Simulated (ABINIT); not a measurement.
Entries from a set of simulations; values are calculated unless marked as measured.

### How the form of the self-energy moves the gap of TiNF (Pmmn)

Symmetry: Pmmn, No. 59, orthorhombic system. Conventional cell: a = 3.062 Å, b = 3.964 Å, c = 7.871 Å, α = 90.00°, β = 90.00°, γ = 90.00°. Ti has 4 N at 2.01 Å and 2 F at 2.04 Å nearest. Nearest to N lie 4 Ti at 2.01 Å. F has 2 Ti at 2.04 Å nearest. Farther neighbours, and contacts between anions beyond the nearest, are not listed.

```xyz
6
Lattice="3.0620 0.0000 0.0000 0.0000 3.9644 0.0000 0.0000 0.0000 7.8708" Properties=species:S:1:pos:R:3 pbc="T T T"
Ti    1.5310    0.0000    7.0516
Ti    0.0000    1.9822    0.8192
N     1.5310    1.9822    7.3932
N     0.0000    0.0000    0.4776
F     0.0000    0.0000    5.7034
F     1.5310    1.9822    2.1674
```

* method: RPA screening on PBEsol, plane waves, norm-conserving pseudopotentials (and 3 further levels or steps)
* program: ABINIT 10.8.3
* settings: cutoff 38 Ha, PseudoDojo scalar-relativistic 0.4.1 standard, norm-conserving, ngkpt (4, 2, 1), nband 96, ecuteps 4.5 Ha, inclvkb 2, shiftk (0, 0, 0), symchi 1, awtr 1, frequency ppm, 4×2×1 k-mesh
* cost: 7 runs, 84 s in all on 4 MPI ranks of Arm Neoverse V2, shared host
* notes: The program’s warnings: nkpt*nsppol () is not a multiple of nproc spkpt (). The cell and positions are those that the Materials Project relaxed with its own functionals (PBE, PBE+U or r2SCAN), kept fixed. The 4×2×1 mesh is coarse for this cell, which bears on the long-range parts of exchange and screening.
* G0W0, Godby-Needs plasmon pole: 1.717 eV
* G0W0, Hybertsen-Louie plasmon pole: 2.249 eV
* G0W0, von der Linden-Horsch plasmon pole: 1.865 eV
* G0W0, Engel-Farid plasmon pole: 1.838 eV
* one-shot Hartree-Fock: 10.281 eV
* known limits: short of the basis limit; coarse k mesh

G0W0, Hybertsen-Louie plasmon pole: +0.532 eV against G0W0, Godby-Needs plasmon pole. G0W0, von der Linden-Horsch plasmon pole: +0.148 eV against G0W0, Godby-Needs plasmon pole.

[Long decimals in the printed logs are rounded to 6 places.]

[Logs are printed without paths, hosts, clocks, repeated set-up lines and the standing remarks that a program may print on its own settings, such as how far it seeks lower states.]

[Paths, hosts, dates, memory and timing lines, banners, echoed tables and standing remarks are left out of the program output; an Ansatz launch command may be rebuilt from the run's recorded settings. Measured values are a selection of at most five: reports struck by readers or far from the other reports are left out. None is set beside runs whose start may be inverted or whose files or cutoffs have a known fault.]

[Runs of the session that timed out or met a known fault of the program may be left out.]

[Hosts, paths, dates, database ids (printed as entryN), source tags and the programs' standing remarks are cut or masked in the printed files.]

[G0W0 gaps are taken among the corrected bands and points alone; a level outside them can change the order at an edge.]

[Where Ansatz stands beside ABINIT at settings called matched, ABINIT's density can come from a denser mesh and the files from another edition; pairs whose starting gaps differed by over 0.03 eV were left out, so agreement reads better than it is.]
